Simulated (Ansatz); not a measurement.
**Ge (Fd-3m, 2 atoms in the cell): modes against uniaxial strain along [001]**

Wanted: the shifts of the zone-centre modes of Ge (Fd-3m, 2 atoms in the cell) with strain.

Main program and level: Ansatz 0.2.0; DFT LDA, scalar-relativistic, plane waves, PAW; PAW set soft_1.

## Step 1: Starting point

It takes space group Fd-3m (No. 227, cubic). Conventional cell: a = 5.658 Å, b = 5.658 Å, c = 5.658 Å, α = 90.00°, β = 90.00°, γ = 90.00°. Nearest to Ge lie 4 Ge at 2.45 Å.

## Step 2: Bringing the structure to rest

Harmonic phonons are second derivatives at a point where the forces vanish, and they are wanted at zero stress, so atoms and cell are relaxed first.

Contents of input.yaml:

```yaml
crystal:
  lattice:
    - [0.0, 2.82891, 2.82891]
    - [2.82891, 0.0, 2.82891]
    - [2.82891, 2.82891, 0.0]
  atoms:
    - { symbol: Ge, position: [0.5, 0.5, 0.5] }
    - { symbol: Ge, position: [0.75, 0.75, 0.75] }
kpoints:
  mp_grid: { grid: [14, 14, 14] }
hamiltonian:
  xc: lda
  pseudopotentials: { kind: paw, azcp: { folder: soft_1 }, xc_functional: pbe }
scf:
  occupations: { method: gaussian, width: 0.1 }
output:
  forces: true
  stress: true
  eigenvalues: true
relax:
  adjacent_minimum: "off"
  f_tol: 0.005
  max_steps: 80
  cell: { stress_tol: 0.05 }
```

Command:

```console
> ansatz run input.yaml --threads 4 --pin off --max-ram 10240MiB --backend cpu --events-out ev --progress --plain --runs-dir out
```

Numbers of over 12 decimals in the logs are rounded to 6 here.

The log of the run:

```text
Engine: ansatz 0.2.0, x86_64-unknown-linux-gnu
Pseudopotentials: kind: paw
Pseudopotential: Ge, paw, valence charge 14, recommended cutoff 420 eV (normal), soft_1/Ge.paw.azcp
Functional definition: SPW92
  exchange = slater_x
  correlation = pw_c
Crystal: 2 atoms, lattice volume = 45.278 Å³
Basis set: ecut = 420 eV, 893 PW (Γ)
Bands: 18, of which v1, the nominal top of the filled ones, is band 14 counted from 1 (13 counted from 0)
Symmetry: 48 space group operations
Space group: Fd-3m (ITA 227), of the structure as read, at distance tolerance 3.6e-5 Å
k-points: 104 of 2744
Non-local potential: Ge, projectors of the file, l = 0: 2, l = 1: 2, l = 2: 3, l = 3: 1
PAW form: soft (Blöchl's): semilocal exchange-correlation on the pseudo side does not see the compensation charge
PAW frozen core: Ge, regenerated for the run's functional, and the local potential with it (the file was generated under x = pbe(κ = 0.804, μ = 0.219515), c = pbe(β = 0.066725))
PAW one-centre angular grid: Ge, 590 points (default); XC on 64 Gauss nodes
Initial density: superposition of atomic densities (chi_scale 0.1, normalization cell)
Initial wavefunctions: pseudopotential atomic-orbital guess
Functional: x = slater, c = lda
SCF iter   1: F=—  HF=-8431.583316 eV  |F-HF|=—  |Δ(HF+E_count)|=         —  Δρ=3.46e-2  dr2=4.97e-1  ethr=3.10e-3  ⟨swp⟩=5.6  Hψ=8832  notcnv=0
preconditioner: auto → none  [insulator: Δε(μ)=0.189 eV  Ē_g=23.401 eV  σ=0.100 eV  W_gap=0.71  n_scr=14 (ndim 8)  ℏωp=29.2 eV  f_vac=0.000  D(μ)=0.02/eV (n_scr^D=0)  ε∞_Penn≈2.6]
SCF iter   2: F=—  HF=-8431.465385 eV  |F-HF|=—  |Δ(HF+E_count)|=   1.18e-1  Δρ=1.57e-2  dr2=8.10e-2  ethr=1.77e-3  ⟨swp⟩=2.0  Hψ=3115  notcnv=0
SCF iter   3: F=—  HF=-8431.450982 eV  |F-HF|=—  |Δ(HF+E_count)|=   1.44e-2  Δρ=2.20e-3  dr2=5.58e-4  ethr=2.89e-4  ⟨swp⟩=2.0  Hψ=2703  notcnv=0
SCF iter   4: F=—  HF=-8431.451177 eV  |F-HF|=—  |Δ(HF+E_count)|=   1.95e-4  Δρ=4.87e-4  dr2=8.31e-5  ethr=1.99e-6  ⟨swp⟩=2.0  Hψ=3071  notcnv=0
SCF iter   5: F=—  HF=-8431.450957 eV  |F-HF|=—  |Δ(HF+E_count)|=   2.20e-4  Δρ=5.67e-5  dr2=7.63e-7  ethr=2.97e-7  ⟨swp⟩=2.0  Hψ=3331  notcnv=0
SCF iter   6: F=—  HF=-8431.450954 eV  |F-HF|=—  |Δ(HF+E_count)|=   3.09e-6  Δρ=3.70e-5  dr2=3.07e-7  ethr=3.57e-10  ⟨swp⟩=6.1  Hψ=8751  notcnv=0
SCF iter   7: F=-8431.450954 eV  HF=-8431.450954 eV  |F-HF|=1.15e-8  |Δ(HF+E_count)|=   3.22e-7  Δρ=4.73e-6  dr2=4.40e-9  ethr=3.57e-10  ⟨swp⟩=3.0  Hψ=7079  notcnv=0
SCF 1 converged in 7 iterations: F = -8431.450954 eV  dr2 = 4.40e-9
  greatest PAW one-centre occupation: 0.998 electrons in one spin orbital (limit 2), on the Ge atom at site 1 (counted from 0), in its partial waves of l = 2
relax step   1: F+E_penalty+E_count = -8431.45095365 eV  Δ(F+E_penalty+E_count) = +0.000e0 eV  max|allowed force component| = 9.252e-18 eV/Å  Δτ_max = 0.0000 Å  P = -1.315 GPa  Ω = 45.278 Å³  (7 SCF iters, dr2 threshold 1.00e-7 eV, accepted)
Crystal: 2 atoms, lattice volume = 44.578 Å³
Initial density: handed on by an earlier stage of this run
Initial wavefunctions: those handed on with the density
iter 1 solved again at ethr=1.26e-6 eV; its pass at ethr=3.10e-3 eV (dr2=3.53e-4 eV) is discarded
SCF iter   1: F=—  HF=-8431.454651 eV  |F-HF|=—  |Δ(HF+E_count)|=         —  Δρ=7.81e-4  dr2=3.33e-4  ethr=1.26e-6  ⟨swp⟩=2.0  Hψ=10743  notcnv=0
preconditioner: auto → Kerker (q_TF=auto, 2.525 Å⁻¹)  [metal: Δε(μ)=0.099 eV  Ē_g=23.561 eV  σ=0.100 eV  W_gap=0.48  n_scr=14 (ndim 8)  ℏωp=29.4 eV  f_vac=0.055  D(μ)=0.04/eV (n_scr^D=0)]
SCF iter   2: F=—  HF=-8431.454605 eV  |F-HF|=—  |Δ(HF+E_count)|=   4.59e-5  Δρ=5.27e-4  dr2=1.75e-4  ethr=1.19e-6  ⟨swp⟩=1.0  Hψ=1872  notcnv=0
SCF iter   3: F=—  HF=-8431.454564 eV  |F-HF|=—  |Δ(HF+E_count)|=   4.15e-5  Δρ=1.34e-4  dr2=1.44e-5  ethr=6.25e-7  ⟨swp⟩=2.3  Hψ=2266  notcnv=0
SCF iter   4: F=—  HF=-8431.454560 eV  |F-HF|=—  |Δ(HF+E_count)|=   4.02e-6  Δρ=8.48e-5  dr2=3.30e-6  ethr=5.13e-8  ⟨swp⟩=2.0  Hψ=3329  notcnv=0
SCF iter   5: F=-8431.454561 eV  HF=-8431.454561 eV  |F-HF|=1.05e-8  |Δ(HF+E_count)|=   8.03e-7  Δρ=1.37e-5  dr2=7.78e-8  ethr=7.14e-10  ⟨swp⟩=3.3  Hψ=7860  notcnv=0
SCF 2 converged in 5 iterations: F = -8431.454561 eV  dr2 = 7.78e-8
relax step   2: F+E_penalty+E_count = -8431.45456057 eV  Δ(F+E_penalty+E_count) = -3.607e-3 eV  max|allowed force component| = 1.388e-17 eV/Å  Δτ_max = 0.0000 Å  P = -0.258 GPa  Ω = 44.578 Å³  energy of the carried Pulay correction = +1.351e-4 eV  (5 SCF iters, dr2 threshold 2.00e-7 eV, accepted)
Crystal: 2 atoms, lattice volume = 44.410 Å³
iter 1 solved again at ethr=8.45e-8 eV; its pass at ethr=3.10e-3 eV (dr2=2.36e-5 eV) is discarded
SCF iter   1: F=—  HF=-8431.454730 eV  |F-HF|=—  |Δ(HF+E_count)|=         —  Δρ=1.92e-4  dr2=2.14e-5  ethr=8.45e-8  ⟨swp⟩=2.0  Hψ=10513  notcnv=0
preconditioner: auto → none  [insulator: Δε(μ)=0.108 eV  Ē_g=23.575 eV  σ=0.100 eV  W_gap=0.52  n_scr=14 (ndim 8)  ℏωp=29.5 eV  f_vac=0.058  D(μ)=0.04/eV (n_scr^D=0)  ε∞_Penn≈2.6]
SCF iter   2: F=—  HF=-8431.454725 eV  |F-HF|=—  |Δ(HF+E_count)|=   5.21e-6  Δρ=8.41e-5  dr2=3.20e-6  ethr=7.63e-8  ⟨swp⟩=1.7  Hψ=1990  notcnv=0
SCF iter   3: F=-8431.454725 eV  HF=-8431.454725 eV  |F-HF|=1.04e-7  |Δ(HF+E_count)|=   3.65e-7  Δρ=2.15e-5  dr2=6.43e-8  ethr=5.97e-10  ⟨swp⟩=3.2  Hψ=7759  notcnv=0
SCF 3 converged in 3 iterations: F = -8431.454725 eV  dr2 = 6.43e-8
relax step   3: F+E_penalty+E_count = -8431.45472465 eV  Δ(F+E_penalty+E_count) = -1.641e-4 eV  max|allowed force component| = 4.626e-17 eV/Å  Δτ_max = 0.0000 Å  P = +0.009 GPa  Ω = 44.410 Å³  energy of the carried Pulay correction = +1.678e-4 eV  (3 SCF iters, dr2 threshold 1.67e-7 eV, accepted)
Initial wavefunctions: pseudopotential atomic-orbital guess (no wavefunctions were taken with the density)
iter 1 solved again at ethr=2.02e-7 eV; its pass at ethr=3.10e-3 eV (dr2=5.66e-5 eV) is discarded
SCF iter   1: F=—  HF=-8431.454557 eV  |F-HF|=—  |Δ(HF+E_count)|=         —  Δρ=2.24e-5  dr2=5.01e-8  ethr=2.02e-7  ⟨swp⟩=2.4  Hψ=12985  notcnv=0
preconditioner: auto → none  [insulator: Δε(μ)=0.107 eV  Ē_g=23.574 eV  σ=0.100 eV  W_gap=0.52  n_scr=14 (ndim 8)  ℏωp=29.5 eV  f_vac=0.059  D(μ)=0.04/eV (n_scr^D=0)  ε∞_Penn≈2.6]
SCF iter   2: F=—  HF=-8431.454558 eV  |F-HF|=—  |Δ(HF+E_count)|=   1.02e-6  Δρ=1.03e-5  dr2=2.19e-8  ethr=1.79e-10  ⟨swp⟩=2.0  Hψ=3333  notcnv=0
SCF iter   3: F=—  HF=-8431.454558 eV  |F-HF|=—  |Δ(HF+E_count)|=   2.56e-9  Δρ=4.66e-6  dr2=3.11e-9  ethr=7.81e-11  ⟨swp⟩=2.8  Hψ=3507  notcnv=0
SCF iter   4: F=—  HF=-8431.454558 eV  |F-HF|=—  |Δ(HF+E_count)|=  5.24e-10  Δρ=4.38e-7  dr2=3.35e-11  ethr=1.11e-11  ⟨swp⟩=2.8  Hψ=3462  notcnv=0
SCF iter   5: F=-8431.454558 eV  HF=-8431.454558 eV  |F-HF|=1.82e-12  |Δ(HF+E_count)|=  2.18e-11  Δρ=3.65e-8  dr2=2.01e-13  ethr=1.00e-12  ⟨swp⟩=5.0  Hψ=7055  notcnv=0
SCF 4 converged in 5 iterations: F = -8431.454558 eV  dr2 = 2.01e-13
relax step   4: F+E_penalty+E_count = -8431.45455762 eV  Δ(F+E_penalty+E_count) = +1.670e-4 eV  max|allowed force component| = 1.388e-17 eV/Å  Δτ_max = 0.0000 Å  P = +0.008 GPa  Ω = 44.410 Å³  stress off target by 7.99e-3 GPa  SCF on the basis re-selected at this cell (its energy is not comparable with the rows above)  (5 SCF iters)
basis re-selected at this cell: Δ(F+E_penalty+E_count) = +1.670e-4 eV, ΔP = -0.001 GPa vs the last step (what re-selecting the basis moved, of the pressure what is left beyond the Pulay correction that the steps carried, after the strain that the cell walked since its last selection, with what the two solves' SCF thresholds leave and, on support functions, any second-order correction that the steps lacked; it is no m [...]
SCF converged after 5 iterations
Free energy (F): -8431.454558 eV
Harris-Foulkes:  -8431.454558 eV  (|F-HF|=1.82e-12)
Internal energy: -8431.454346 eV  (E = F + TS)
E sigma→0 (E₀):  -8431.454452 eV
Entropy (-TS):   -0.000211 eV (-0.106 meV/atom)
Fermi energy:    8.511995 eV
--- Per-component energies (eV) ---
  E_band       = -305.035525
  E_kinetic    = 187.155336
  E_local      = -4483.568791  (includes V_loc(G=0)·N_el)
  E_nonlocal   = 442.109621
  E_hartree    = 2135.896765
  E_xc         = -143.191287
  E_vxc        = -131.725126  (∫ρ·V_xc dr)
  E_paw        = -3869.139440  (= ΣΔE_a)
  E_vpaw       = -590.800097  (= ΣTr[D̂ρ^β])
  E_aug_tail   = 0.000030  (compensation charges beyond the density's cutoff)
  E_ewald      = -2704.533233
  E_core_change = 3.816653  (= ΣΔE_core)
  E_smearing   = -0.000211  (= −TS)
  E_closure    = -0.000000  (closes the sum)
  Σ components = -8431.454558   (vs F -8431.454558, Δ=0.00e0)
--- Forces (eV/Å), atoms counted from 1 ---
  atom   1  Ge    -0.00000000    -0.00000000    -0.00000000
  atom   2  Ge    -0.00000000     0.00000000     0.00000000
  max |Σ_I F_I| component: 6.48e-17 eV/Å
--- Stress (GPa, compression-positive) ---
        0.007987      -0.000000      -0.000000
       -0.000000       0.007987      -0.000000
       -0.000000      -0.000000       0.007987
  P = ⅓ Tr σ = 0.0080 GPa (0.080 kbar)
--- Band table (eV; the first three rows and the last of 104) ---
  k-point 0: bands = [... 10 lower, -4.4755, 8.4767, 8.4858, 8.4858, 8.4858, 11.0224, 11.0224, 11.0224]
  k-point 1: bands = [... 10 lower, -4.4121, 7.1506, 8.3562, 8.3562, 9.3625, 11.1943, 11.1943, 11.3005]
  k-point 2: bands = [... 10 lower, -4.2234, 5.7293, 8.0610, 8.0610, 9.4592, 11.5857, 11.5857, 12.2359]
  k-point 103: bands = [... 10 lower, -0.4280, -0.4280, 4.5128, 4.5128, 12.1310, 12.1310, 13.8650, 13.8650]
--- Relaxed structure (3 steps of the walk, 3 accepted, 1 SCFs on fresh bases) ---
  F+E_penalty+E_count = -8431.45455762 eV   max|allowed force component| = 1.388e-17 eV/Å   (the final SCF, on the basis selected at the relaxed cell)
  cell:  # Å, volume = 44.4098 Å³
    - [0, 2.810711, 2.810711]
    - [2.810711, 0, 2.810711]
    - [2.810711, 2.810711, 0]
  atoms:
    - { symbol: Ge, position: [0.5, 0.5, 0.5] }
    - { symbol: Ge, position: [0.75, 0.75, 0.75] }
```

Wall time 3.9 s (4 threads of Intel Xeon 6975P-C (Granite Rapids), shared host); peak memory 0.4 GiB.

Relaxation path:

```
step  energy less that of the first step (eV)  largest force component (eV/Å)  pressure (GPa)  volume (Å³)
   1                                   0.0000                          0.0000           -1.32        45.28
   2                                  -0.0036                          0.0000           -0.26        44.58
   3                                  -0.0038                          0.0000            0.01        44.41
  4*                                  -0.0036                          0.0000            0.01        44.41
```

Relaxation steps marked * repeat the geometry before them on a plane-wave basis chosen anew for their cell, so energy and pressure can jump there.

The run keeps the 48 symmetry operations that it works with, so distortions that break them were not tested.

```
conventional cell, symmetrised  before  after  change
                         a (Å)   5.658  5.621  -0.6 %
                         b (Å)   5.658  5.621  -0.6 %
                         c (Å)   5.658  5.621  -0.6 %
              volume (Å³/atom)   22.64  22.20  -1.9 %
```

Final coordinates:

```
Ge
1.0
     0.00000    2.81071    2.81071
     2.81071    0.00000    2.81071
     2.81071    2.81071    0.00000
Ge
2
Direct
  0.50000 0.50000 0.50000
  0.75000 0.75000 0.75000
```

This step gave:

| Property | Result |
| --- | --- |
| pressure | 0.007987 GPa |
| volume per atom | 22.20 Å³ |
| gap on the k-mesh | 0 eV |

In this step the volume went from 22.64 to 22.20 Å³/atom.

## Step 3: Tight relaxation

At this level the gap closes at Γ, and partly filled states there would soften the modes. So, after a tight relaxation on a Γ-centred mesh that is not shown, the volume is relaxed again on 12×12×12 points shifted off Γ, the mesh of all runs that follow.

input.yaml, the sections that differ from step 2:

```yaml
crystal:
  lattice:
    - [0.0, 2.8107113466, 2.8107113466]
    - [2.8107113466, 0.0, 2.8107113466]
    - [2.8107113466, 2.8107113466, 0.0]
  atoms:
    - { symbol: Ge, position: [0.5, 0.5, 0.5] }
    - { symbol: Ge, position: [0.75, 0.75, 0.75] }
kpoints:
  mp_grid: { grid: [12, 12, 12], shift: [0.5, 0.5, 0.5] }
scf:
  occupations: { method: gaussian, width: 0.015 }
relax:
  adjacent_minimum: "off"
  f_tol: 0.001
  max_steps: 60
  cell: { stress_tol: 0.01, fix: [shape] }
# hamiltonian, output: as in step 2
```

The log of the run:

```text
[...]
k-point 181: bands = [... 10 lower, -2.2765, 0.7821, 6.2364, 6.9361, 9.3574, 12.0809, 12.4847, 15.8457]
--- Relaxed structure (2 steps of the walk, 2 accepted, 1 SCFs on fresh bases) ---
[...]
cell:  # Å, volume = 44.4113 Å³
    - [0, 2.810743, 2.810743]
    - [2.810743, 0, 2.810743]
    - [2.810743, 2.810743, 0]
  atoms:
    - { symbol: Ge, position: [0.499976, 0.499976, 0.499976] }
    - { symbol: Ge, position: [0.750024, 0.750024, 0.750024] }
[key lines of the parts left out:]
SCF converged after 6 iterations
Free energy (F): -8431.455100 eV
Fermi energy:    8.522252 eV
P = ⅓ Tr σ = 0.0007 GPa (0.007 kbar)
```

The job ended after 4.7 s (4 threads; peak memory 0.45 GiB; 16 s of CPU time).

Little changed from the start: no atom moved by 0.005 Å and no cell edge by 0.1 %.

This step gave:

```
pressure          : 6.63e-4 GPa
gap on the k-mesh : 0.1678 eV
volume per atom   : 22.21 Å³
```

The largest force component left is 0.27 meV/Å and the pressure is 0.001 GPa, within the tolerances set. The cell now holds 22.21 Å³/atom.

## Step 4: Zone-centre response at rest

Phonons follow from the second derivative of the energy, found here by linear response.

The modes at rest are the reference of the series.

input.yaml, the sections that differ from step 3:

```yaml
crystal:
  lattice:
    - [0.0, 2.8107426723, 2.8107426723]
    - [2.8107426723, 0.0, 2.8107426723]
    - [2.8107426723, 2.8107426723, 0.0]
  atoms:
    - { symbol: Ge, position: [0.4999761676, 0.4999761676, 0.4999761676] }
    - { symbol: Ge, position: [0.7500238324, 0.7500238324, 0.7500238324] }
output:
  eigenvalues: true
phonons:
  method: dfpt
# kpoints, hamiltonian, scf: as in step 3
# relax: removed
```

The log of the run:

```text
[...]
Crystal: 2 atoms, lattice volume = 44.411 Å³
Basis set: ecut = 420 eV, 893 PW (Γ), exchange–correlation on 64×64×64 points (8 copies of the dense FFT grid, shifted against one another)
Bands: 18, of which v1, the nominal top of the filled ones, is band 14 counted from 1 (13 counted from 0)
Symmetry: 12 space group operations
k-points: 468 of 1728 (irreducible under 2 space group operations, time reversal used)
[...]
SCF iter   1: F=—  HF=-8431.592149 eV  |F-HF|=—  |Δ(HF+E_count)|=         —  Δρ=3.54e-2  dr2=5.09e-1  ethr=3.10e-3  ⟨swp⟩=6.0  Hψ=39352  notcnv=0
[...]
SCF iter   8: F=-8431.455100 eV  HF=-8431.455100 eV  |F-HF|=3.64e-12  |Δ(HF+E_count)|=   4.51e-9  Δρ=1.21e-7  dr2=4.28e-12  ethr=1.00e-12  ⟨swp⟩=4.3  Hψ=45088  notcnv=0
SCF 1 converged in 8 iterations: F = -8431.455100 eV  dr2 = 4.28e-12
[...]
DFPT response loops at Γ: preconditioner auto → none (the input reference at scf.mixing.eps_inf says where Resta's filter doesn't serve); β = 0.50; Broyden in place of MSR1
SCF converged after 8 iterations
Free energy (F): -8431.455100 eV
[...]
Internal energy: -8431.455100 eV  (E = F + TS)
E sigma→0 (E₀):  -8431.455100 eV
Fermi energy:    8.522252 eV
[...]
--- Band table (eV; the first three rows and the last of 468) ---
  k-point 0: bands = [... 10 lower, -4.4541, 7.7287, 8.4379, 8.4379, 9.0886, 11.0845, 11.0845, 11.1041]
  k-point 1: bands = [... 10 lower, -4.3393, 6.5394, 7.9478, 8.3614, 9.6522, 11.2056, 11.2871, 11.8371]
  k-point 2: bands = [... 10 lower, -4.0563, 4.9584, 7.4965, 8.0339, 9.5697, 11.6322, 11.8915, 12.9749]
  k-point 467: bands = [... 10 lower, -2.3337, 0.7701, 6.7979, 7.0055, 8.8595, 12.1487, 12.3051, 15.5800]
--- Phonons (Γ-DFPT): 1 representative perturbation + reference, on 468 of 1728 k-points (Σ response iterations 3) ---
  k mesh reduced under 2 symmetry operations, with k and −k counted as one. Each operation leaves every solved perturbation unchanged. A smaller set is not used because it would not reduce the number of displacements times k-points to solve
  ASR residual: 7.894e-5 → 0.000e0 eV/Å²; symmetrization residual: 1.489e-12 eV/Å²
  ASR residual per site (eV/Å²): 7.89e-5 7.89e-5
  Γ frequencies (cm⁻¹): 0.00 0.00 0.00 293.87 293.87 293.91
  non-analytic LO–TO correction: not included (Born effective charges unavailable; polar crystals: no LO–TO splitting at Γ)
```

Wall time 13 s (4 threads); peak memory 1.3 GiB.

In the SCF lines HF is the Harris–Foulkes energy and dr2 the Hartree energy of the density residual, in eV; the loop may stop once dr2 is under the threshold and the program's other checks hold. Hψ counts applications of the Hamiltonian.

This step gave:

```yaml
sum_rule_residual_before_enforcement: 7.89e-5 eV/Å²
highest_optical_mode_at_the_zone_centre_no_lo_to_term: 293.9 cm⁻¹
lowest_optical_zone_centre_mode: 293.9 cm⁻¹
```

Patterns of degenerate modes are one choice out of their space. Modes at Γ:

```
mode  frequency (cm⁻¹)
   1               0.0
   2               0.0
   3               0.0
   4             293.9
   5             293.9
   6             293.9
```

Displacements in mode 4 (293.9 cm⁻¹), the largest set to 1:
```
Ge1  0.00  1.00 -1.00
Ge2  0.00 -1.00  1.00
```

Before it was imposed, the acoustic sum rule was missed by 7.9e-5 eV/Å². Small misses are needed for a sound result but don't prove that mesh and cutoff are converged. The lowest optical mode is real, 294 cm⁻¹.

[end of part 1 of 2]

[Logs are printed without paths, hosts, clocks, repeated set-up lines and the standing remarks that a program may print on its own settings, such as how far it seeks lower states.]

[Hosts, paths, dates, database ids (printed as entryN), source tags and the programs' standing remarks are cut or masked in the printed files.]
